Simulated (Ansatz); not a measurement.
# Structural relaxation of random alloy of the fcc Cu-Al line, x = 0.125 (128 atoms)

Aim: bring random alloy of the fcc Cu-Al line, x = 0.125 (128 atoms) to a nearby minimum of the energy and see what moves.

Program: Ansatz 0.2.0. Level of theory: Kohn-Sham DFT, PBE, PAW (set soft_2), plane waves. Results are calculated unless marked as measured.

Most raw output is cut from this account.

### Step 1. Starting point

The cell holds 128 atoms: 112 Cu and 16 Al. Cell: a = 12.767 Å, b = 12.767 Å, c = 12.767 Å, α = 109.5°, β = 109.5°, γ = 109.5°. It derives from Cu (fcc Cu-Al) and Al. Fcc Cu-Al: 128 atoms, 16 of 128 Cu sites given to Al at random, cell and internal coordinates interpolated linearly between the end members (Vegard's rule); not relaxed, displaced by a Gaussian of 0.02 Å. Lattice constants are starting values near those of PBE.

Limits known from the start: The host structure and its lattice constant were typed by rule, without a check against the phase diagram.

### Step 2. Single point at the start

The forces at the start show how far the geometry lies from a minimum of this functional.

Input file input.yaml:

```yaml
crystal:
  lattice:
    - [-7.37125, 7.37125, 7.37125]
    - [7.37125, -7.37125, 7.37125]
    - [7.37125, 7.37125, -7.37125]
  atoms:
    - { symbol: Cu, position: [0.49845, 0.00149, 0.00137] }
    - { symbol: Cu, position: [0.74805, 0.12042, 0.12472] }
    - { symbol: Cu, position: [0.6244, 0.2528, 0.12633] }
    - { symbol: Cu, position: [0.62419, 0.12187, 0.25165] }
    - { symbol: Cu, position: [0.75102, 0.2511, 0.99904] }
    - { symbol: Cu, position: [0.99858, 0.37232, 0.12327] }
    - { symbol: Cu, position: [0.8743, 0.49856, 0.12585] }
    - { symbol: Cu, position: [0.8769, 0.37723, 0.25278] }
    - { symbol: Al, position: [0.74891, 0.00106, 0.25029] }
    - { symbol: Cu, position: [0.00036, 0.12445, 0.37337] }
    - { symbol: Cu, position: [0.87353, 0.24813, 0.37352] }
    - { symbol: Cu, position: [0.87407, 0.12384, 0.49794] }
    - { symbol: Cu, position: [0.00257, 0.00074, 0.9988] }
    - { symbol: Cu, position: [0.24854, 0.1248, 0.12575] }
    - { symbol: Cu, position: [0.12736, 0.24906, 0.12628] }
    - { symbol: Al, position: [0.12811, 0.12699, 0.24939] }
    - { symbol: Cu, position: [0.25124, 0.25057, 0.001] }
    - { symbol: Cu, position: [0.49798, 0.37405, 0.12297] }
    - { symbol: Cu, position: [0.37693, 0.50085, 0.12551] }
    - { symbol: Cu, position: [0.37659, 0.37746, 0.25165] }
    - { symbol: Al, position: [0.5024, 0.49967, 0.00068] }
    - { symbol: Cu, position: [0.75056, 0.62449, 0.12526] }
    - { symbol: Cu, position: [0.63003, 0.7545, 0.1286] }
    - { symbol: Cu, position: [0.62236, 0.62242, 0.24615] }
    - { symbol: Cu, position: [0.75162, 0.75065, 0.00141] }
    - { symbol: Cu, position: [0.00071, 0.87338, 0.12184] }
    - { symbol: Cu, position: [0.87573, 1.0e-05, 0.12635] }
    - { symbol: Cu, position: [0.87581, 0.87528, 0.24998] }
    - { symbol: Cu, position: [0.24925, 0.99936, 0.25043] }
    - { symbol: Cu, position: [0.5017, 0.12704, 0.37568] }
    - { symbol: Cu, position: [0.37474, 0.25112, 0.37688] }
    - { symbol: Al, position: [0.37568, 0.12424, 0.49971] }
    [... 90 atom lines left out ...]
    - { symbol: Cu, position: [0.62202, 0.00149, 0.87192] }
    - { symbol: Al, position: [0.62439, 0.8748, 0.00047] }
    - { symbol: Cu, position: [0.00193, 0.75365, 0.7506] }
    - { symbol: Cu, position: [0.25183, 0.8747, 0.87867] }
    - { symbol: Cu, position: [0.12713, 0.99877, 0.87359] }
    - { symbol: Cu, position: [0.1223, 0.87444, 0.99796] }
kpoints:
  mp_grid: { grid: [2, 2, 2] }
hamiltonian:
  xc: pbe
scf:
  occupations: { method: fermi_dirac, width: 0.1 }
output:
  forces: true
```

Command:

```bash
$ ansatz run input.yaml --threads 11 --pin off --max-ram 102400MiB --backend cuda --events-out ev --progress --plain --runs-dir out
```

Elapsed: 7.3 s, on 1 × NVIDIA H100 80GB HBM3 with 11 threads of AMD EPYC 7R13 (Zen 3), shared host; peak memory 2 GiB.

That memory is the host's; the program planned up to 67.4 GiB on the GPU.

Numbers from this run:

- free energy: -750628.8145 eV
- free energy per atom: -5864.2876 eV/atom
- SCF cycles: 11
- r.m.s. force component: 0.2057 eV/Å
- longest force: 1.272 eV/Å
- Fermi energy: 15.14 eV

The r.m.s. force component of 0.21 eV/Å sets the starting point.

Length of the force by element:

| element | coordination | atoms | mean length of the force (eV/Å) | spread | least | most |
| --- | --- | --- | --- | --- | --- | --- |
| Al | all | 16 | 0.708 | 0.320 | 0.182 | 1.27 |
| Cu | all | 112 | 0.223 | 0.0965 | 0.0354 | 0.508 |

### Step 3. Cell and atoms relaxed

The cell is relaxed with the atoms, since the starting lattice needn't suit this functional.

input.yaml: that of step 2 with these lines changed.

```diff
@@ -15 +15,5 @@
   forces: true
+relax:
+  f_tol: 0.04
+  max_steps: 150
+  cell: {}
```

Elapsed: 52 s, on 1 × NVIDIA H100 80GB HBM3 with 11 threads; peak memory 2.2 GiB.

That memory is the host's; the program planned up to 68.8 GiB on the GPU.

The program notes that the band table was not solved further than the SCF left it.

The steps of the relaxation:

| step | energy less that of the first step (eV) | largest force component (eV/Å) | pressure (GPa) | volume (Å³) |
| --- | --- | --- | --- | --- |
| 1 | 0.0000 | 1.0992 | -2.23 | 1602.08 |
| 2 | -0.9427 | 0.5093 | -0.90 | 1583.01 |
| 3 | -1.3987 | 0.0386 | -0.08 | 1572.16 |
| 4 | -1.4039 | 0.0057 | 0.00 | 1571.24 |
| 5* | -1.3801 | 0.0055 | 0.02 | 1571.24 |

Relaxation steps marked * repeat the geometry before them on a plane-wave basis chosen anew for their cell, so energy and pressure can jump there.

| cell as run | before | after | change |
| --- | --- | --- | --- |
| a (Å) | 12.767 | 12.652 | -0.9 % |
| b (Å) | 12.767 | 12.704 | -0.5 % |
| c (Å) | 12.767 | 12.693 | -0.6 % |
| α (°) | 109.47 | 108.78 | -0.6 % |
| β (°) | 109.47 | 111.25 | +1.6 % |
| γ (°) | 109.47 | 108.31 | -1.1 % |
| volume (Å³/atom) | 12.52 | 12.28 | -1.9 % |

The atoms that moved most (Å, as changes of fractional coordinates times the final cell):

| atom | dx | dy | dz | length |
| --- | --- | --- | --- | --- |
| Al89 | -0.031 | -0.082 | -0.153 | 0.176 |
| Al16 | -0.060 | 0.021 | -0.119 | 0.135 |
| Al84 | 0.079 | -0.003 | 0.101 | 0.128 |
| Al21 | 0.098 | -0.044 | 0.062 | 0.124 |
| Al92 | 0.052 | 0.106 | -0.034 | 0.123 |
| Al32 | -0.085 | -0.081 | 0.003 | 0.117 |
| Al91 | -0.023 | -0.109 | 0.010 | 0.112 |
| Al9 | 0.074 | 0.078 | 0.012 | 0.108 |

The relaxation changed the energy by -10.8 meV/atom, and atoms moved by 0.058 Å r.m.s., 0.18 Å at most.

### Step 4. Local order after relaxation

Bonds before and after, by the cutoffs listed below:

| pair | bonds before | bonds after | mean before (Å) | mean after (Å) | spread before (Å) | spread after (Å) |
| --- | --- | --- | --- | --- | --- | --- |
| Cu-Cu | 587 | 587 | 2.607 | 2.588 | 0.028 | 0.029 |
| Cu-Al | 170 | 170 | 2.605 | 2.589 | 0.028 | 0.037 |
| Al-Al | 11 | 11 | 2.603 | 2.731 | 0.026 | 0.021 |

Density 7.98 g/cm³, 12.28 Å³ an atom.

Pair distribution functions g(r), in bins of 0.1 Å:

| r (Å) | total | Cu-Cu | Cu-Al | Al-Al |
| --- | --- | --- | --- | --- |
| 2.35 | 0.00 | 0.00 | 0.00 | 0.00 |
| 2.45 | 0.05 | 0.00 | 0.23 | 0.00 |
| 2.55 | 12.20 | 12.80 | 11.00 | 0.00 |
| 2.65 | 5.05 | 4.72 | 6.45 | 1.37 |
| 2.75 | 0.20 | 0.00 | 0.00 | 13.00 |
| 2.85 | 0.00 | 0.00 | 0.00 | 0.00 |
| 2.95 | 0.00 | 0.00 | 0.00 | 0.00 |
| 3.05 | 0.00 | 0.00 | 0.00 | 0.00 |
| 3.15 | 0.00 | 0.00 | 0.00 | 0.00 |
| 3.25 | 0.00 | 0.00 | 0.00 | 0.00 |
| 3.35 | 0.00 | 0.00 | 0.00 | 0.00 |
| 3.45 | 0.05 | 0.00 | 0.17 | 0.81 |
| 3.55 | 1.23 | 1.36 | 0.71 | 2.29 |
| 3.65 | 1.58 | 1.66 | 1.31 | 1.49 |
| 3.75 | 1.45 | 1.39 | 1.69 | 1.39 |
| 3.85 | 0.05 | 0.00 | 0.24 | 0.00 |
| 3.95 | 0.00 | 0.00 | 0.00 | 0.00 |
| 4.05 | 0.00 | 0.00 | 0.00 | 0.00 |
| 4.15 | 0.00 | 0.00 | 0.00 | 0.00 |
| 4.25 | 0.02 | 0.00 | 0.08 | 0.00 |
| 4.35 | 0.51 | 0.32 | 1.13 | 1.03 |
| 4.45 | 6.20 | 6.48 | 5.25 | 5.89 |
| 4.55 | 4.73 | 4.87 | 4.30 | 3.76 |
| 4.65 | 0.20 | 0.01 | 0.75 | 1.81 |
| 4.75 | 0.00 | 0.00 | 0.00 | 0.00 |
| 4.85 | 0.00 | 0.00 | 0.00 | 0.00 |
| 4.95 | 0.00 | 0.00 | 0.00 | 0.00 |
| 5.05 | 0.13 | 0.07 | 0.33 | 0.38 |
| 5.15 | 2.92 | 3.08 | 2.39 | 2.22 |
| 5.25 | 1.24 | 1.17 | 1.52 | 0.72 |
| 5.35 | 0.06 | 0.05 | 0.12 | 0.00 |
| 5.45 | 0.02 | 0.00 | 0.00 | 0.99 |
| 5.55 | 0.07 | 0.01 | 0.29 | 0.31 |
| 5.65 | 1.85 | 1.98 | 1.44 | 1.53 |
| 5.75 | 1.15 | 0.96 | 1.81 | 1.19 |
| 5.85 | 3.33 | 3.59 | 2.61 | 1.14 |
| 5.95 | 0.55 | 0.44 | 0.95 | 0.56 |
| 6.05 | 0.03 | 0.00 | 0.10 | 0.81 |
| 6.15 | 0.01 | 0.00 | 0.00 | 0.52 |
| 6.25 | 0.19 | 0.14 | 0.34 | 0.99 |
| 6.35 | 1.62 | 1.78 | 1.14 | 0.49 |
| 6.45 | 0.11 | 0.05 | 0.25 | 0.95 |
| 6.55 | 0.01 | 0.00 | 0.00 | 0.46 |
| 6.65 | 0.08 | 0.00 | 0.31 | 0.22 |

Neighbours by pair of elements; one cutoff, the widest of the pairs' first minima of g(r), serves all pairs of this metal:

| pair A-B | cutoff (Å) | bonds | mean length (Å) | spread (Å) | shortest (Å) | B about A | A about B |
| --- | --- | --- | --- | --- | --- | --- | --- |
| Cu-Cu | 3.08 | 587 | 2.59 | 0.029 | 2.52 | 10.5 | 10.5 |
| Cu-Al | 3.08 | 170 | 2.59 | 0.037 | 2.49 | 1.52 | 10.6 |
| Al-Al | 3.08 | 11 | 2.73 | 0.021 | 2.70 | 1.38 | 1.38 |

How many atoms have how many bonded neighbours:

| element | mean | 12 |
| --- | --- | --- |
| Al | 12 | 16 |
| Cu | 12 | 112 |

For some of the pairs, g(r) has its first main peak near 2.59 Å (Cu-Cu), 2.59 Å (Cu-Al) and 2.73 Å (Al-Al). With the cutoffs above, all Al atoms have 12 and all Cu atoms have 12 bonded neighbours.

### Step 5. Single point at the relaxed geometry

One more single point at the end of the walk gives the fuller output and checks the residual forces.

Input file input.yaml:

```yaml
crystal:
  lattice:
    - [-7.3719, 7.13742, 7.40202]
    - [7.39857, -7.15522, 7.44649]
    - [7.39007, 7.1734, -7.41983]
  atoms:
    - { symbol: Cu, position: [0.50026, 0.00146, 0.00077] }
    - { symbol: Cu, position: [0.75007, 0.12618, 0.12628] }
    - { symbol: Cu, position: [0.62696, 0.25218, 0.12638] }
    - { symbol: Cu, position: [0.62611, 0.12826, 0.25149] }
    - { symbol: Cu, position: [0.74827, 0.25144, 0.99967] }
    - { symbol: Cu, position: [0.00057, 0.37526, 0.12612] }
    - { symbol: Cu, position: [0.87364, 0.49786, 0.12345] }
    - { symbol: Cu, position: [0.87611, 0.37535, 0.25077] }
    - { symbol: Al, position: [0.75514, 0.00685, 0.26073] }
    - { symbol: Cu, position: [0.00185, 0.12467, 0.37867] }
    - { symbol: Cu, position: [0.87713, 0.252, 0.37765] }
    - { symbol: Cu, position: [0.87824, 0.12754, 0.50617] }
    - { symbol: Cu, position: [0.99882, 0.99907, 0.99881] }
    - { symbol: Cu, position: [0.24851, 0.1225, 0.12465] }
    - { symbol: Cu, position: [0.12624, 0.2498, 0.12596] }
    - { symbol: Al, position: [0.12161, 0.11496, 0.24681] }
    - { symbol: Cu, position: [0.24942, 0.24952, 0.00082] }
    - { symbol: Cu, position: [0.50002, 0.3762, 0.12293] }
    - { symbol: Cu, position: [0.37588, 0.5025, 0.1272] }
    - { symbol: Cu, position: [0.37718, 0.37665, 0.24923] }
    - { symbol: Al, position: [0.50351, 0.51049, 0.00427] }
    - { symbol: Cu, position: [0.75085, 0.62534, 0.12494] }
    - { symbol: Cu, position: [0.62712, 0.75515, 0.12719] }
    - { symbol: Cu, position: [0.62687, 0.62655, 0.25108] }
    - { symbol: Cu, position: [0.75241, 0.75137, 0.00077] }
    - { symbol: Cu, position: [0.99879, 0.87132, 0.12247] }
    - { symbol: Cu, position: [0.87274, 0.99789, 0.12581] }
    - { symbol: Cu, position: [0.87461, 0.87319, 0.25212] }
    - { symbol: Cu, position: [0.24904, 0.99424, 0.24456] }
    - { symbol: Cu, position: [0.50063, 0.12346, 0.37246] }
    - { symbol: Cu, position: [0.3762, 0.24961, 0.37224] }
    - { symbol: Al, position: [0.37026, 0.11871, 0.48834] }
    [... 90 atom lines left out ...]
    - { symbol: Cu, position: [0.62329, 0.00286, 0.87389] }
    - { symbol: Al, position: [0.62118, 0.87361, 0.99405] }
    - { symbol: Cu, position: [0.99918, 0.74887, 0.7492] }
    - { symbol: Cu, position: [0.24916, 0.87376, 0.87638] }
    - { symbol: Cu, position: [0.12337, 0.999, 0.87565] }
    - { symbol: Cu, position: [0.12387, 0.87239, 0.99817] }
kpoints:
  mp_grid: { grid: [2, 2, 2] }
hamiltonian:
  xc: pbe
scf:
  occupations: { method: fermi_dirac, width: 0.1 }
output:
  forces: true
  stress: true
  populations: true
  dos:
    method: { smearing: { sigma: 0.08 } }
    de: 0.05
    projected: { site_lists: { Al: [Al], Cu: [Cu] } }
  eigenvalues: true
  write_density: true
  write_potential: true
  volumetric_format: npy
```

It took 15 s on 1 × NVIDIA H100 80GB HBM3 with 11 threads; peak memory 6.6 GiB; 63 s of CPU time.

That memory is the host's; the program planned up to 71.8 GiB on the GPU.

The run gave:

* free energy: -750630.1945 eV
* free energy per atom: -5864.2984 eV/atom
* SCF cycles: 11
* pressure: 0.01656 GPa
* r.m.s. force component: 0.00127 eV/Å
* longest force: 0.00606 eV/Å
* Fermi energy: 15.53 eV
* levels partly filled by over 2 per cent: 120
* spilling of the projection: 0.007913

Density of states as counts of states in windows of 1 eV (from the Fermi level), total and the larger projections:

| from (eV) | to (eV) | total | Cu d | Cu s | Al p |
| --- | --- | --- | --- | --- | --- |
| -10 | -9 | 7.6 | 0.1 | 4.9 | 0.6 |
| -9 | -8 | 12.5 | 0.4 | 7.9 | 1.5 |
| -8 | -7 | 17.7 | 1.3 | 10.5 | 3.0 |
| -7 | -6 | 25.8 | 4.5 | 13.6 | 4.7 |
| -6 | -5 | 51.1 | 22.9 | 18.6 | 6.7 |
| -5 | -4 | 194.1 | 168.7 | 17.0 | 5.8 |
| -4 | -3 | 355.9 | 339.1 | 5.9 | 5.8 |
| -3 | -2 | 404.0 | 389.9 | 6.3 | 3.6 |
| -2 | -1 | 166.6 | 149.7 | 8.6 | 4.6 |
| -1 | 0 | 45.6 | 18.7 | 12.2 | 7.3 |
| 0 | 1 | 34.5 | 7.9 | 10.3 | 6.6 |
| 1 | 2 | 30.9 | 4.3 | 9.5 | 5.1 |
| 2 | 3 | 32.1 | 3.2 | 10.2 | 4.4 |
| 3 | 4 | 36.7 | 2.7 | 13.8 | 4.6 |
| 4 | 5 | 35.8 | 1.8 | 11.1 | 4.3 |

The stored curve holds about 1281 of the 2176 electrons; the rest, give or take the few that broadening carries across the Fermi level, lie in deeper levels below its range.

The levels nearest the highest filled one (over half full), pooled over k-points and spins:

| level less the highest filled one (eV) | occupation |
| --- | --- |
| -0.027 | 1.16 |
| -0.0195 | 1.12 |
| -0.0176 | 1.11 |
| -0.0145 | 1.10 |
| -0.0073 | 1.06 |
| 0 | 1.03 |
| 0.0061 | 0.997 |
| 0.0064 | 0.995 |
| 0.013 | 0.962 |
| 0.014 | 0.957 |
| 0.0146 | 0.954 |
| 0.0187 | 0.934 |

Electrostatic potential energy in the ac plane at fractional y = 0.000, with atoms of Cu and Al within 0.2 Å of it. With pseudopotentials it is smooth inside the atoms' cores, unlike the true potential.

Values in eV, 13 rows by 16 columns, each cell a mean:
```
 -9  11   1  14  16  15  14 -15  -9  11   3  14  16  15  14 -16
 14 -24 -32  10  15  16  17  16  14 -24 -32  11  15  17  18  16
 16   2   7   5   2  11  16  16  15  -1   7   1 -17  10  17  16
 17  16  10   2   3  12  10  14  17  16  14 -23 -22  12  11  16
 17  17  16  12  13   3   4   6  16  17  17  13  14 -16 -31   9
 -6  13  17  16  14   3   5   7  -5  12  17  16  15  -9  -2   8
-29  11  15  17  17  15  14 -23 -31  10  15  17  18  16  15 -24
 11  -5 -23   9  15  15  16   7  10  -5 -24   9  16  17  17   7
 14 -20 -14  13   8  15  17  16  15 -19 -15  10   7  12  17  16
 17  14  15 -17 -33   8  16  17  18  15  13   2   4   8  16  17
 15  14  15  -5   0   4 -12  11  17  16  14   5   8   3 -12  11
 14  16  17  16  15 -24 -26  12  14  17  17  15  13 -26 -25  12
-28   9  17  17  17  11  13 -10 -28   9  15  16  16  11  14 -10
```
Columns run along a (12.7 Å; values clipped at the 3rd and 97th percentile), rows up along c (12.7 Å). Atoms in or near the plane, at fractional coordinates: Cu at (0.50, 0.00), Al at (0.76, 0.26), Cu at (0.00, 0.00), Cu at (0.87, 0.13), Cu at (0.25, 0.24), Cu at (0.50, 0.50), Cu at (0.75, 0.75), Cu at (0.38, 0.13), Cu at (0.63, 0.38), Cu at (0.00, 0.50), Cu at (0.87, 0.63), Al at (0.24, 0.74), Cu at (0.12, 0.37), Al at (0.38, 0.63) and more.

(Continued in part 2 of 2.)

[Logs are printed without paths, hosts, clocks, repeated set-up lines and the standing remarks that a program may print on its own settings, such as how far it seeks lower states.]

[Hosts, paths, dates, database ids (printed as entryN), source tags and the programs' standing remarks are cut or masked in the printed files.]
